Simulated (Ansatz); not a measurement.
# Ca2MnS4, from a guessed structure to a relaxed one, part 2 of 2

This structure for Ca2MnS4 is made up. Its elements were placed in a known structure type with a cell scaled to their sizes. What cell does the guess relax to, and how far off was it?

Ansatz 0.2.0; DFT, PBEsol, plane-wave PAW, files of the set soft_1, scalar-relativistic, ferromagnetic start, cell and ions relaxed at zero pressure; PAW set soft_1 (the session's first sound run).

So far: The starting structure; Relaxation of the guess. The relaxed cell has a = 4.491, c = 14.027 Å (conventional setting).

### Step 3. Electronic structure of the relaxed cell

A second self-consistent run takes a narrower smearing and the mesh shown in its input; the bands follow along the standard path of the relaxed lattice.

This step: DFT, PBEsol, plane-wave PAW, files of the set soft_1, scalar-relativistic, ferromagnetic start, bands and density of states at the relaxed cell; PAW set soft_1 (Ansatz 0.2.0).

Contents of input.yaml:

```yaml
crystal:
  lattice:
    - [-2.2454309545, 2.2454309545, 7.0132594604]
    - [2.2454309545, -2.2454309545, 7.0132594604]
    - [2.2454309545, 2.2454309545, -7.0132594604]
  atoms:
    - { symbol: Mn, position: [0.0, 0.0, 0.0], spin: 2.7 }
    - { symbol: Ca, position: [0.6392090399, 0.6392090399, 0.0] }
    - { symbol: Ca, position: [0.3607909601, 0.3607909601, 0.0] }
    - { symbol: S, position: [0.8327365662, 0.8327365662, 0.0] }
    - { symbol: S, position: [0.1672634338, 0.1672634338, 0.0] }
    - { symbol: S, position: [0.5, 0.0, 0.5] }
    - { symbol: S, position: [0.0, 0.5, 0.5] }
magnetization:
  spin_polarized: true
kpoints:
  mp_grid: { grid: [10, 10, 10] }
  band_path:
    path:
      - [[0.0, 0.0, 0.0], [0.0, 0.0, 0.5], [-0.05125422, 0.05125422, 0.5], [-0.27562711, 0.27562711, 0.27562711], [0.0, 0.0, 0.0], [0.5, 0.5, -0.5], [0.27562711, 0.72437289, -0.27562711], [0.0, 0.5, 0.0], [0.25, 0.25, 0.25], [0.5, 0.5, -0.05125422], [0.5, 0.5, -0.5]]
      - [[0.0, 0.0, 0.5], [0.25, 0.25, 0.25]]
    npoints: 7
scf:
  occupations: { method: fermi_dirac, width: 0.03 }
  n_extra_bands: 13
hamiltonian:
  xc: pbesol
  pseudopotentials: { kind: paw, azcp: { folder: soft_1 }, xc_functional: pbe }
output:
  forces: true
  stress: true
  write_bands: true
  dos: { projected: true }
  write_density: true
  write_potential: true
  elf: true
  volumetric_format: npy
```

Run with:

```console
$ ansatz run input.yaml --threads 4 --pin off --max-ram 10240MiB --backend cpu --events-out ev --progress --plain --runs-dir out
```

Numbers of over 12 decimals in the logs are rounded to 6 here.

Log:

```text
[...]
Crystal: 7 atoms, lattice volume = 141.442 Å³
Basis set: ecut = 420 eV, 2775 PW (Γ), FFT grids on a1−a2, a2, a1+a3, exchange–correlation on 90×108×64 points (8 copies of the dense FFT grid, shifted against one another)
Bands: 43, of which v1, the nominal top of the filled ones, is band 30 counted from 1 (29 counted from 0)
Symmetry: 16 space group operations
[...]
k-points: 102 of 1000
[...]
Starting moments: Σ|m| = 2.7 μB on 1 of 7 sites
[...]
SCF iter   1: F=—  HF=-11005.158015 eV  |F-HF|=—  |Δ(HF+E_count)|=         —  Δρ=2.81e-2 (↑2.81e-2 ↓2.56e-2)  dr2=3.21e0  dr2_m=5.10e-1  M=3.157 μB ∫|m|=3.438 μB  β_m=0.30  ethr=3.10e-3  ⟨swp⟩=9.2  Hψ=47879  notcnv=0  defer=28
[...]
SCF iter  13: F=-11004.629007 eV  HF=-11004.629007 eV  |F-HF|=1.55e-9  |Δ(HF+E_count)|=  8.04e-10  Δρ=5.94e-7 (↑4.77e-7 ↓5.94e-7)  dr2=2.07e-9  dr2_m=3.39e-11  M=3.290 μB ∫|m|=3.608 μB  ethr=2.09e-11  ⟨swp⟩=14.6  Hψ=66217  notcnv=0
SCF 1 converged in 13 iterations: F = -11004.629007 eV  dr2 = 2.07e-9
[...]
NSCF: frozen V_eff on 79 k-points
SCF converged after 13 iterations
Magnetization: 3.2897 μB (31.1448 up, 27.8552 down)
Absolute magnetization: 3.6045 μB (∫|ρ↑−ρ↓|, with the PAW one-centre terms)
[...]
Per-site moments (μB) at R_I (Å): [(2.738273, 0.926240), (0.011537, 1.119738), (0.011537, 1.119738), (0.0072543, 0.967776), (0.0072543, 0.967776), (0.048989, 0.926240), (0.048989, 0.926240)]
Free energy (F): -11004.629007 eV
[...]
Internal energy: -11004.618862 eV  (E = F + TS)
E sigma→0 (E₀):  -11004.623935 eV
Entropy (-TS):   -0.010145 eV (-1.449 meV/atom)
Fermi energy:    7.503726 eV
[...]
--- Forces (eV/Å), atoms counted from 1 ---
  atom   1  Mn    -0.00000000    -0.00000000     0.00000000
  atom   2  Ca    -0.00000000    -0.00000000     0.01004564
  atom   3  Ca     0.00000000    -0.00000000    -0.01004564
  atom   4  S      0.00000000     0.00000000    -0.00919546
  atom   5  S      0.00000000     0.00000000     0.00919546
  atom   6  S      0.00000000     0.00000000     0.00000000
  atom   7  S      0.00000000     0.00000000     0.00000000
  max |Σ_I F_I| component: 3.09e-17 eV/Å
--- Stress (GPa, compression-positive) ---
        0.091814       0.000000      -0.000000
        0.000000       0.091814      -0.000000
        0.000000       0.000000       0.032612
  P = ⅓ Tr σ = 0.0721 GPa (0.721 kbar)
--- Band table (eV; the first three rows and the last of 204) ---
  k-point 0 ↑: bands = [... 26 lower, 6.4065, 6.4526, 6.4526, 7.1460, 7.1786, 7.3170, 7.3170, 10.2731, ... 9 higher]
  k-point 1 ↑: bands = [... 26 lower, 6.3979, 6.4774, 6.6627, 6.7852, 7.1376, 7.5456, 7.5679, 10.6186, ... 9 higher]
  k-point 2 ↑: bands = [... 26 lower, 6.0743, 6.3936, 6.5474, 6.6385, 7.0843, 8.0851, 8.4346, 11.0669, ... 9 higher]
  k-point 101 ↓: bands = [... 26 lower, 7.0517, 7.0517, 7.1317, 8.1204, 8.6819, 8.6819, 9.1682, 10.4949, ... 9 higher]
```

Wall time 36 s (4 threads of Arm Neoverse V1, shared host); peak memory 1.1 GiB.

Numbers from this step:

* free energy: -11004.6290 eV
* energy at zero smearing: -11004.6239 eV
* smearing term TS: 0.01015 eV
* Fermi energy: 7.504 eV
* magnetization: 3.290 μB
* absolute magnetization: 3.604 μB
* site moments: 2.738, 0.01154, 0.01154, 0.007254, 0.007254, 0.04899, 0.04899 μB
* pressure: 0.07208 GPa

bands.tsv at the labelled points (eV, zero at the Fermi level; the bands that come nearest the Fermi level along the path):

```
point  band_28_up  band_29_up  band_30_up  band_31_up  band_32_up  band_26_dn  band_27_dn  band_28_dn
    Γ       -1.05       -0.36       -0.33       -0.19       -0.19       -0.30       -0.13       -0.13
    X       -0.54        0.13        0.21        1.70        3.71        0.24        0.31        1.48
    Y       -0.54        0.02        0.20        1.70        3.65        0.20        0.24        1.45
    S       -0.78       -0.69       -0.67       -0.03        2.05       -0.86       -0.17        0.93
    Γ       -1.05       -0.36       -0.33       -0.19       -0.19       -0.30       -0.13       -0.13
    Z       -0.54       -0.54       -0.28       -0.28        0.26       -0.45       -0.45       -0.37
   S1       -0.78       -0.69       -0.67       -0.03        2.05       -0.86       -0.17        0.93
    N       -0.86       -0.71       -0.69       -0.15        2.02       -0.81       -0.42        0.89
    P       -0.18       -0.18        0.13        1.63        3.81       -0.25        0.31        1.50
   Y1       -0.54        0.02        0.20        1.70        3.65        0.20        0.24        1.45
    Z       -0.54       -0.54       -0.28       -0.28        0.26       -0.45       -0.45       -0.37
    X       -0.54        0.13        0.21        1.70        3.71        0.24        0.31        1.48
    P       -0.18       -0.18        0.13        1.63        3.81       -0.25        0.31        1.50
```

Spin density in the ac plane of the conventional cell at fractional y = 0.000, with atoms of Mn and Ca and S within 0.2 Å of it.

Ten even steps from '_' (0.0 e/Å³) to '@' (4.1 e/Å³), each cell a mean:
```
**::____________________..==
____________________________
____________________________
____________________________
____________________________
____________________________
____________________________
____________________________
____________________________
____________________________
____________________________
____________________________
____________________________
____________________________
____________________________
____________________________
____________________________
____________________________
____________________________
____________________________
____________________________
____________________________
____________________________
@@==____________________..##
```
Columns run along a (4.5 Å), rows up along c (14.0 Å), edges of the conventional cell, whose origin can differ from the input's. Atoms in or near the plane, at fractional coordinates: Mn at (0.00, 0.00), Ca at (0.00, 0.64), Ca at (0.00, 0.36), S at (0.00, 0.83), S at (0.00, 0.17), S at (0.50, 0.50), S at (0.50, 0.00).

Valence density in the ac plane of the conventional cell at fractional y = 0.000, with atoms of Mn and Ca and S within 0.2 Å of it. It is the smooth field of the valence electrons, not physical close to the nuclei.

Ten steps, logarithmic in the rise over the least value, from '0' (0 e/Å³) to '9' (20 e/Å³), each cell a mean:
```
97423333332258
32111222221123
33210000001223
23321000001333
33321000001233
32110000000122
11000000000011
54200000000145
76410000000357
65310011100245
11012233321001
00013432332100
00012333332100
22111222221112
65310000000256
76410000000357
43200000000134
11000000000011
33210000001123
23321000001333
33321000001233
32210111101123
53212233321124
98423332332369
```
Columns run along a (4.5 Å), rows up along c (14.0 Å), edges of the conventional cell, whose origin can differ from the input's. Atoms in or near the plane, at fractional coordinates: Mn at (0.00, 0.00), Ca at (0.00, 0.64), Ca at (0.00, 0.36), S at (0.00, 0.83), S at (0.00, 0.17), S at (0.50, 0.50), S at (0.50, 0.00).

Electrostatic potential energy in the ac plane of the conventional cell at fractional y = 0.000, with atoms of Mn and Ca and S within 0.2 Å of it. With pseudopotentials it is smooth inside the atoms' cores, unlike the true potential.

Values in eV, 24 rows by 14 columns, each cell a mean:
```
-51 -43 -16   2  -1 -22 -31 -30 -30 -10   3  -4 -31 -49
 -7  -2   6   9   9   6   0  -2   3   8   9   8   2  -5
-13  -6   5  10  11  12  11  11  11  12  11   8   0 -10
-27 -33 -13   6  11  12  12  12  12  12  10  -1 -27 -31
-30 -29  -8   8  11  12  12  12  12  12  10   2 -21 -31
 -3   2   8  11  12  12  12  12  12  12  12   9   5  -1
  2   4   7   9  11  12  12  12  12  11  10   8   6   3
-33 -22  -5   4   8  11  12  12  11  10   7   0 -13 -30
-54 -49 -20   0   7  10  11  12  11   9   4  -8 -36 -54
-35 -24  -6   4   8  10  10  10  10   9   6   0 -15 -31
  2   4   7   8   7   0 -10 -12  -6   4   8   8   5   3
  9  10  10   8  -2 -28 -31 -27 -33 -14   5  10  10   9
  8   9   9   8   1 -21 -31 -30 -29  -9   6   9   9   9
 -4   0   4   7   8   5   0  -2   3   7   8   6   2  -2
-46 -36 -12   2   8  10  11  11  11   9   6  -3 -24 -43
-54 -47 -18   1   7  10  11  12  11   9   5  -7 -33 -53
-19 -11   0   6   9  11  12  12  12  10   8   3  -5 -16
  5   6   8  10  11  12  12  12  12  12  11   9   7   6
-14  -6   5  10  12  12  12  12  12  12  11   8   0 -11
-27 -33 -14   7  11  12  12  12  12  12  10  -1 -27 -31
-30 -29  -8   7  11  12  12  12  12  12  10   2 -20 -31
 -3   1   7  10  11  11  10  10  11  11  11   9   5  -2
-21 -11   2   7   7   0 -10 -12  -6   4   8   5  -5 -18
-54 -51 -22   0  -4 -28 -31 -28 -34 -15   1  -7 -40 -53
```
Columns run along a (4.5 Å; values clipped at the 3rd and 97th percentile), rows up along c (14.0 Å), edges of the conventional cell, whose origin can differ from the input's. Atoms in or near the plane, at fractional coordinates: Mn at (0.00, 0.00), Ca at (0.00, 0.64), Ca at (0.00, 0.36), S at (0.00, 0.83), S at (0.00, 0.17), S at (0.50, 0.50), S at (0.50, 0.00).

### Step 4. Summary of results

```
space group, relaxed : I4/mmm
conventional cell    : a = 4.491, b = 4.491, c = 14.027 Å; α = 90.0°, β = 90.0°, γ = 90.0°
volume per atom      : 20.21 Å³ (guess 21.55)
total moment         : 3.24 μB in the cell of 7 atoms
```

Ca2MnS4 relaxes to I4/mmm with a = 4.491, b = 4.491 and c = 14.027 Å. The guessed volume was 7 % too large. The space group I4/mmm was held in the relaxation, so the end point is a stationary structure within it and may be a saddle against distortions or other arrangements. The input starts from parallel moments, and no other start was typed. Bands cross the Fermi level, so it is a metal or semimetal at this level. On the 10×10×10 mesh with the narrower smearing (relaxed on 8×8×8) the largest force component is 0.010 eV/Å and the largest stress component is 0.092 GPa, against the relaxation's thresholds of 0.015 eV/Å and 0.05 GPa. The cutoff wasn't tested. No dispersion term is used, so weakly bound directions may come out too long. Nothing here tests whether the compound is stable against decomposition.

[Logs are printed without paths, hosts, clocks, repeated set-up lines and the standing remarks that a program may print on its own settings, such as how far it seeks lower states.]

[Hosts, paths, dates, database ids (printed as entryN), source tags and the programs' standing remarks are cut or masked in the printed files.]
